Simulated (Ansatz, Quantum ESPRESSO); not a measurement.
# Evanescent states of KF, rock salt type, lattice constant set to 5.152 Å, part 2 of 3

Wanted: the complex band structure of KF, rock salt type, lattice constant set to 5.152 Å, as for a tunnel barrier.

Quantum ESPRESSO 7.5; plane-wave DFT, LDA, PseudoDojo norm-conserving pseudopotentials; cross-check by Ansatz 0.2.0 with PAW datasets.

So far. Step 2 (Ground state): The run needed 9 iterations to bring the estimated error under 1e-09 Ry.

The structure was built from a prototype and need not be the compound's stable phase.

### 3. Complex band structure

Level of this step: complex band structure by pwcond; plane-wave DFT, LDA, PseudoDojo norm-conserving pseudopotentials (Quantum ESPRESSO).

ikind = 0 solves one period of the crystal for all kz, real and complex, at each energy and k across. ewind and epsproj trim the two-dimensional plane-wave basis; nz1 sets the subslabs.

Contents of cbs.in:

```
&inputcond
  outdir = './out'
  prefixl = 'scf'
  band_file = 'cbs'
  ikind = 0
  ewind = 4.0
  epsproj = 1e-05
  nz1 = 7
  energy0 = 8.96
  denergy = -0.28
/
4
  0.00000000 0.00000000 1.00000000
  0.50000000 0.00000000 1.00000000
  0.50000000 0.50000000 1.00000000
  0.25000000 0.00000000 1.00000000
40
```

Launch:

```
OMP_NUM_THREADS=1 mpirun -n 2 pwcond.x -in cbs.in > cbs.out
```

Output:

```text
[banner, memory and clock lines left out]
Program PWCOND v.7.5 starts

          URL

     ./out/scf.save/

     IMPORTANT: XC functional enforced from input :
     Exchange-correlation= PW
                           (   1   4   0   0   0   0   0)
     Any further DFT definition will be discarded
     Please, verify this is what you really want

     Reading collected, re-writing distributed wavefunctions

===== INPUT FILE containing the left lead =====

     GEOMETRY:

     lattice parameter (alat)  =       6.8843  a.u.
     the volume                =     461.4176 (a.u.)^3
     the cross section         =      47.3936 (a.u.)^2
     l of the unit cell        =       1.4142 (alat)
     number of atoms/cell      =            4
     number of atomic types    =            2

     crystal axes: (cart. coord. in units of alat)
               a(1) = (  1.0000  0.0000  0.0000 )
               a(2) = (  0.0000  1.0000  0.0000 )
               a(3) = (  0.0000  0.0000  1.4142 )

   Cartesian axes

     site n.     atom                  positions (alat units)
          1        K      tau(  1)=(  0.0000  0.0000  1.4142  )
          2        F      tau(  2)=(  0.5000  0.5000  1.4142  )
          3        K      tau(  3)=(  0.5000  0.5000  0.7071  )
          4        F      tau(  4)=(  0.0000  0.0000  0.7071  )

     nr1s                      =           40
     nr2s                      =           40
     nr3s                      =           54
     nr1sx                     =           40
     nr2sx                     =           40
     nr3sx                     =           54
     nr1                       =           40
     nr2                       =           40
     nr3                       =           54
     nr1x                      =           40
     nr2x                      =           40
     nr3x                      =           54

 _______________________________
  Radii of nonlocal spheres:

     type       ibeta     ang. mom.          radius (alat units)
       K          1         0                    0.1946
       K          2         0                    0.1961
       K          3         1                    0.2106
       K          4         1                    0.2106
       K          5         2                    0.2324
       K          6         2                    0.2353
       F          1         0                    0.1874
       F          2         0                    0.1888
       F          3         1                    0.2092
       F          4         1                    0.2121
       F          5         2                    0.2339
----- General information -----

----- Complex band structure calculation -----

     nrx                       =           40
     nry                       =           40
     nz1                       =            7

     energy0               =         9.0E+00
     denergy               =        -2.8E-01
     nenergy               =         40
     ecut2d                =         7.2E+01
     ewind                 =         4.0E+00
     epsproj               =         1.0E-05

     number of k_|| points=    4
                       cryst. coord.
        k(    1) = (   0.0000000   0.0000000), wk =   0.2500000
        k(    2) = (   0.5000000   0.0000000), wk =   0.2500000
        k(    3) = (   0.5000000   0.5000000), wk =   0.2500000
        k(    4) = (   0.2500000   0.0000000), wk =   0.2500000
----- Information about left lead -----

     nocros                   =           31
     noins                    =           31
     norb                     =           93
     norbf                    =           93
     nrz                      =           54

      iorb      type   ibeta   ang. mom.   m       position (alat)
        1        1       1        0        1   taunew(   1)=(  0.0000  0.0000  0.0000)
        2        1       2        0        1   taunew(   2)=(  0.0000  0.0000  0.0000)
        3        1       3        1        1   taunew(   3)=(  0.0000  0.0000  0.0000)
        4        1       3        1        2   taunew(   4)=(  0.0000  0.0000  0.0000)
        5        1       3        1        3   taunew(   5)=(  0.0000  0.0000  0.0000)
        6        1       4        1        1   taunew(   6)=(  0.0000  0.0000  0.0000)
        7        1       4        1        2   taunew(   7)=(  0.0000  0.0000  0.0000)
        8        1       4        1        3   taunew(   8)=(  0.0000  0.0000  0.0000)
        9        1       5        2        1   taunew(   9)=(  0.0000  0.0000  0.0000)
       10        1       5        2        2   taunew(  10)=(  0.0000  0.0000  0.0000)
       11        1       5        2        3   taunew(  11)=(  0.0000  0.0000  0.0000)
       12        1       5        2        4   taunew(  12)=(  0.0000  0.0000  0.0000)
       13        1       5        2        5   taunew(  13)=(  0.0000  0.0000  0.0000)
       14        1       6        2        1   taunew(  14)=(  0.0000  0.0000  0.0000)
       15        1       6        2        2   taunew(  15)=(  0.0000  0.0000  0.0000)
       16        1       6        2        3   taunew(  16)=(  0.0000  0.0000  0.0000)
       17        1       6        2        4   taunew(  17)=(  0.0000  0.0000  0.0000)
       18        1       6        2        5   taunew(  18)=(  0.0000  0.0000  0.0000)
       19        2       1        0        1   taunew(  19)=(  0.5000  0.5000  0.0000)
       20        2       2        0        1   taunew(  20)=(  0.5000  0.5000  0.0000)
       21        2       3        1        1   taunew(  21)=(  0.5000  0.5000  0.0000)
       22        2       3        1        2   taunew(  22)=(  0.5000  0.5000  0.0000)
       23        2       3        1        3   taunew(  23)=(  0.5000  0.5000  0.0000)
       24        2       4        1        1   taunew(  24)=(  0.5000  0.5000  0.0000)
       25        2       4        1        2   taunew(  25)=(  0.5000  0.5000  0.0000)
       26        2       4        1        3   taunew(  26)=(  0.5000  0.5000  0.0000)
       27        2       5        2        1   taunew(  27)=(  0.5000  0.5000  0.0000)
       28        2       5        2        2   taunew(  28)=(  0.5000  0.5000  0.0000)
       29        2       5        2        3   taunew(  29)=(  0.5000  0.5000  0.0000)
       30        2       5        2        4   taunew(  30)=(  0.5000  0.5000  0.0000)
       31        2       5        2        5   taunew(  31)=(  0.5000  0.5000  0.0000)
       32        1       1        0        1   taunew(  32)=(  0.5000  0.5000  0.7071)
       33        1       2        0        1   taunew(  33)=(  0.5000  0.5000  0.7071)
       34        1       3        1        1   taunew(  34)=(  0.5000  0.5000  0.7071)
       35        1       3        1        2   taunew(  35)=(  0.5000  0.5000  0.7071)
       36        1       3        1        3   taunew(  36)=(  0.5000  0.5000  0.7071)
       37        1       4        1        1   taunew(  37)=(  0.5000  0.5000  0.7071)
       38        1       4        1        2   taunew(  38)=(  0.5000  0.5000  0.7071)
       39        1       4        1        3   taunew(  39)=(  0.5000  0.5000  0.7071)
       40        1       5        2        1   taunew(  40)=(  0.5000  0.5000  0.7071)
       41        1       5        2        2   taunew(  41)=(  0.5000  0.5000  0.7071)
       42        1       5        2        3   taunew(  42)=(  0.5000  0.5000  0.7071)
       43        1       5        2        4   taunew(  43)=(  0.5000  0.5000  0.7071)
       44        1       5        2        5   taunew(  44)=(  0.5000  0.5000  0.7071)
       45        1       6        2        1   taunew(  45)=(  0.5000  0.5000  0.7071)
       46        1       6        2        2   taunew(  46)=(  0.5000  0.5000  0.7071)
       47        1       6        2        3   taunew(  47)=(  0.5000  0.5000  0.7071)
       48        1       6        2        4   taunew(  48)=(  0.5000  0.5000  0.7071)
       49        1       6        2        5   taunew(  49)=(  0.5000  0.5000  0.7071)
       50        2       1        0        1   taunew(  50)=(  0.0000  0.0000  0.7071)
       51        2       2        0        1   taunew(  51)=(  0.0000  0.0000  0.7071)
       52        2       3        1        1   taunew(  52)=(  0.0000  0.0000  0.7071)
       53        2       3        1        2   taunew(  53)=(  0.0000  0.0000  0.7071)
       54        2       3        1        3   taunew(  54)=(  0.0000  0.0000  0.7071)
       55        2       4        1        1   taunew(  55)=(  0.0000  0.0000  0.7071)
       56        2       4        1        2   taunew(  56)=(  0.0000  0.0000  0.7071)
       57        2       4        1        3   taunew(  57)=(  0.0000  0.0000  0.7071)
       58        2       5        2        1   taunew(  58)=(  0.0000  0.0000  0.7071)
       59        2       5        2        2   taunew(  59)=(  0.0000  0.0000  0.7071)
       60        2       5        2        3   taunew(  60)=(  0.0000  0.0000  0.7071)
       61        2       5        2        4   taunew(  61)=(  0.0000  0.0000  0.7071)
       62        2       5        2        5   taunew(  62)=(  0.0000  0.0000  0.7071)
       63        1       1        0        1   taunew(  63)=(  0.0000  0.0000  1.4142)
       64        1       2        0        1   taunew(  64)=(  0.0000  0.0000  1.4142)
       65        1       3        1        1   taunew(  65)=(  0.0000  0.0000  1.4142)
       66        1       3        1        2   taunew(  66)=(  0.0000  0.0000  1.4142)
       67        1       3        1        3   taunew(  67)=(  0.0000  0.0000  1.4142)
       68        1       4        1        1   taunew(  68)=(  0.0000  0.0000  1.4142)
       69        1       4        1        2   taunew(  69)=(  0.0000  0.0000  1.4142)
       70        1       4        1        3   taunew(  70)=(  0.0000  0.0000  1.4142)
       71        1       5        2        1   taunew(  71)=(  0.0000  0.0000  1.4142)
       72        1       5        2        2   taunew(  72)=(  0.0000  0.0000  1.4142)
       73        1       5        2        3   taunew(  73)=(  0.0000  0.0000  1.4142)
       74        1       5        2        4   taunew(  74)=(  0.0000  0.0000  1.4142)
       75        1       5        2        5   taunew(  75)=(  0.0000  0.0000  1.4142)
       76        1       6        2        1   taunew(  76)=(  0.0000  0.0000  1.4142)
       77        1       6        2        2   taunew(  77)=(  0.0000  0.0000  1.4142)
       78        1       6        2        3   taunew(  78)=(  0.0000  0.0000  1.4142)
       79        1       6        2        4   taunew(  79)=(  0.0000  0.0000  1.4142)
       80        1       6        2        5   taunew(  80)=(  0.0000  0.0000  1.4142)
       81        2       1        0        1   taunew(  81)=(  0.5000  0.5000  1.4142)
       82        2       2        0        1   taunew(  82)=(  0.5000  0.5000  1.4142)
       83        2       3        1        1   taunew(  83)=(  0.5000  0.5000  1.4142)
       84        2       3        1        2   taunew(  84)=(  0.5000  0.5000  1.4142)
       85        2       3        1        3   taunew(  85)=(  0.5000  0.5000  1.4142)
       86        2       4        1        1   taunew(  86)=(  0.5000  0.5000  1.4142)
       87        2       4        1        2   taunew(  87)=(  0.5000  0.5000  1.4142)
       88        2       4        1        3   taunew(  88)=(  0.5000  0.5000  1.4142)
       89        2       5        2        1   taunew(  89)=(  0.5000  0.5000  1.4142)
       90        2       5        2        2   taunew(  90)=(  0.5000  0.5000  1.4142)
       91        2       5        2        3   taunew(  91)=(  0.5000  0.5000  1.4142)
       92        2       5        2        4   taunew(  92)=(  0.5000  0.5000  1.4142)
       93        2       5        2        5   taunew(  93)=(  0.5000  0.5000  1.4142)
 ngper, shell number =          277          39
 ngper, n2d =          277          91
---  E-Ef =    8.9600000  k =    0.0000000   0.0000000
---  ie =          1  ik =          1
 Nchannels of the left tip =            2
 Right moving states:
   k1(2pi/a)   k2(2pi/a)   E-Ef (eV)
  -0.4021315  -0.0000000   8.9600000
   0.4686878  -0.0000000   8.9600000
 Left moving states:
   k1(2pi/a)   k2(2pi/a)   E-Ef (eV)
   0.4021315  -0.0000000   8.9600000
  -0.4686878  -0.0000000   8.9600000

---  E-Ef =    8.6800000  k =    0.0000000   0.0000000
---  ie =          2  ik =          1
 Nchannels of the left tip =            2
 Right moving states:
   k1(2pi/a)   k2(2pi/a)   E-Ef (eV)
   0.3914030  -0.0000000   8.6800000
  -0.4475626  -0.0000000   8.6800000
 Left moving states:
   k1(2pi/a)   k2(2pi/a)   E-Ef (eV)
  -0.3914030  -0.0000000   8.6800000
   0.4475626  -0.0000000   8.6800000
[... further energies and points left out ...]
---  E-Ef =   -1.6800000  k =    0.2500000   0.0000000
---  ie =         39  ik =          4
 Nchannels of the left tip =            0
 Right moving states:
   k1(2pi/a)   k2(2pi/a)   E-Ef (eV)
 Left moving states:
   k1(2pi/a)   k2(2pi/a)   E-Ef (eV)

---  E-Ef =   -1.9600000  k =    0.2500000   0.0000000
---  ie =         40  ik =          4
 Nchannels of the left tip =            0
 Right moving states:
   k1(2pi/a)   k2(2pi/a)   E-Ef (eV)
 Left moving states:
   k1(2pi/a)   k2(2pi/a)   E-Ef (eV)

Note: The following floating-point exceptions are signalling: IEEE_UNDERFLOW_FLAG IEEE_DENORMAL
Note: The following floating-point exceptions are signalling: IEEE_UNDERFLOW_FLAG IEEE_DENORMAL
```

Elapsed: 1.8 min, on 2 MPI ranks of AMD EPYC 9R45, shared host; peak memory 0.14 GiB; 3.4 min of CPU time.

Read from the output:

| Property | Result |
| --- | --- |
| peak of the smallest κ at the zone centre | 0.459 Å⁻¹ |
| energy of the peak at the zone centre | 2.8 eV |
| peak of the smallest κ at (1/2, 1/2) | 0.606 Å⁻¹ |
| peak of the smallest κ at (1/4, 0) | 0.512 Å⁻¹ |

K across = (0, 0) in the cell's reciprocal vectors; values within 0.0025 1/Å of each other count once, columns are sorted by size at each energy, a dash where no further value was kept. The Im kz of the slowest decaying states by energy, zero at the highest filled level of the SCF mesh:

```csv
energy (eV),decay 1 (Å⁻¹),decay 2 (Å⁻¹),decay 3 (Å⁻¹)
-1.96,0.496,1.16,1.69
-1.68,0.458,1.12,1.67
-1.12,0.348,1.03,1.62
-0.84,0.252,0.961,1.60
-0.56,0.872,1.57,1.67
0.00,0.192,0.266,1.52
0.28,0.227,0.327,0.66
0.56,0.302,0.402,0.768
1.12,0.382,0.496,0.858
1.40,0.407,0.529,0.881
1.68,0.425,0.556,0.897
2.24,0.449,0.597,0.914
2.52,0.455,0.614,0.918
2.80,0.459,0.628,0.919
3.36,0.457,0.65,0.915
3.64,0.452,0.659,0.91
4.20,0.433,0.672,0.897
4.48,0.418,0.677,0.888
4.76,0.399,0.68,0.878
5.32,0.346,0.685,0.855
5.60,0.307,0.685,0.841
5.88,0.257,0.685,0.809
6.44,0.682,0.698,0.793
6.72,0.634,0.679,0.775
7.00,0.563,0.675,0.755
7.56,0.376,0.664,0.71
7.84,0.228,0.657,0.685
8.12,0.649,0.658,0.827
8.68,0.597,0.629,0.779
8.96,0.562,0.617,0.755
```

K across = (0, 0) in the cell's reciprocal vectors. Table of Re kz of states that move upwards by energy, zero at the highest filled level of the SCF mesh:

```csv
energy (eV),channel 1 (Å⁻¹),channel 2 (Å⁻¹),channel 3 (Å⁻¹)
-1.96,-,-,-
-1.40,-,-,-
-0.84,-,-,-
-0.28,-0.283,-0.246,-
0.00,-0.207,-0.207,-0.0368
0.56,-,-,-
1.12,-,-,-
1.68,-,-,-
2.24,-,-,-
2.80,-,-,-
3.36,-,-,-
3.64,-,-,-
4.20,-,-,-
4.76,-,-,-
5.32,-,-,-
5.88,-,-,-
6.44,0.0554,-,-
7.00,0.298,-,-
7.28,0.372,-,-
7.84,0.501,-,-
8.40,-0.602,0.364,-
8.96,-0.490,0.572,-
```

K across = (1/2, 0) in the cell's reciprocal vectors; values within 0.0025 1/Å of each other count once, columns are sorted by size at each energy, a dash where no further value was kept. Im kz of the slowest decaying states against energy, zero at the highest filled level of the SCF mesh:

```csv
energy (eV),decay 1 (Å⁻¹),decay 2 (Å⁻¹),decay 3 (Å⁻¹)
-1.96,0.463,0.951,1.05
-1.40,0.353,0.827,0.947
-0.84,0.564,0.76,-
-0.28,0.575,0.578,0.666
0.00,0.176,0.758,-
0.56,0.377,0.855,0.898
1.12,0.46,0.906,0.963
1.68,0.511,0.935,1.00
2.24,0.545,0.952,1.02
2.80,0.569,0.96,1.04
3.36,0.585,0.962,1.04
3.64,0.591,0.96,1.04
4.20,0.597,0.955,1.04
4.76,0.599,0.945,1.04
5.32,0.597,0.933,1.03
5.88,0.59,0.918,1.01
6.44,0.578,0.902,0.998
7.00,0.561,0.888,0.98
7.28,0.55,0.884,0.969
7.84,0.526,0.905,0.947
8.40,0.498,0.899,0.923
8.96,0.49,0.742,0.896
```

K across = (1/2, 1/2) in the cell's reciprocal vectors; values within 0.0025 1/Å of each other count once, columns are sorted by size at each energy, a dash where no further value was kept. The Im kz of the slowest decaying states by energy, zero at the highest filled level of the SCF mesh:

```csv
energy (eV),decay 1 (Å⁻¹),decay 2 (Å⁻¹),decay 3 (Å⁻¹)
-1.96,0.511,1.11,2.19
-1.40,0.432,1.03,2.15
-0.84,0.291,0.902,2.12
-0.28,0.617,2.08,2.37
0.00,0.061,0.148,0.673
0.56,0.353,0.643,0.996
1.12,0.449,0.721,1.11
1.68,0.506,0.748,1.19
2.24,0.544,0.754,1.23
2.80,0.57,0.746,1.27
3.36,0.588,0.729,1.29
3.64,0.595,0.718,1.30
4.20,0.603,0.689,1.32
4.76,0.606,0.653,1.33
5.32,0.605,0.608,1.34
5.88,0.553,0.599,1.34
6.44,0.485,0.588,1.34
7.00,0.397,0.573,1.35
7.28,0.34,0.563,1.35
7.84,0.163,0.539,1.35
8.40,0.507,1.34,1.35
8.96,0.465,1.28,1.36
```

K across = (1/4, 0) in the cell's reciprocal vectors; values within 0.0025 1/Å of each other count once, columns are sorted by size at each energy, a dash where no further value was kept. Im kz of the slowest decaying states against energy, zero at the highest filled level of the SCF mesh:

```csv
energy (eV),decay 1 (Å⁻¹),decay 2 (Å⁻¹),decay 3 (Å⁻¹)
-1.96,0.482,1.04,1.10
-1.68,0.442,1,1.06
-1.40,0.391,0.947,1.01
-1.12,0.319,0.879,0.951
-0.84,0.191,0.782,0.869
-0.56,0.609,0.74,1.73
-0.28,0.336,0.416,0.454
0.00,0.096,0.203,0.633
0.28,0.264,0.33,0.763
0.56,0.335,0.4,0.815
1.12,0.415,0.489,0.872
1.40,0.441,0.519,0.888
1.68,0.461,0.545,0.9
1.96,0.477,0.566,0.908
2.24,0.489,0.584,0.913
2.52,0.498,0.6,0.916
2.80,0.505,0.613,0.916
3.08,0.51,0.624,0.915
3.36,0.512,0.633,0.912
3.64,0.512,0.641,0.908
3.92,0.511,0.648,0.903
4.20,0.507,0.653,0.896
4.48,0.501,0.657,0.888
4.76,0.494,0.661,0.879
5.04,0.483,0.663,0.869
5.32,0.47,0.664,0.857
5.60,0.454,0.664,0.845
5.88,0.434,0.663,0.831
6.44,0.379,0.658,0.799
6.72,0.341,0.654,0.781
7.00,0.29,0.648,0.761
7.28,0.216,0.641,0.739
7.56,0.057,0.63,0.715
7.84,0.609,0.688,0.758
8.12,0.557,0.649,0.658
8.40,0.465,0.624,0.629
8.68,0.326,0.585,0.615
8.96,0.541,0.601,0.655
```

(Continued in part 3 of 3.)

[Logs are printed without paths, hosts, clocks, repeated set-up lines and the standing remarks that a program may print on its own settings, such as how far it seeks lower states.]

[Hosts, paths, dates, database ids (printed as entryN), source tags and the programs' standing remarks are cut or masked in the printed files.]

[Maps of the electrostatic potential energy from Ansatz leave out the sawtooth potential of an applied field or a dipole correction, so their vacuum need not be flat; planar profiles and work functions include it.]
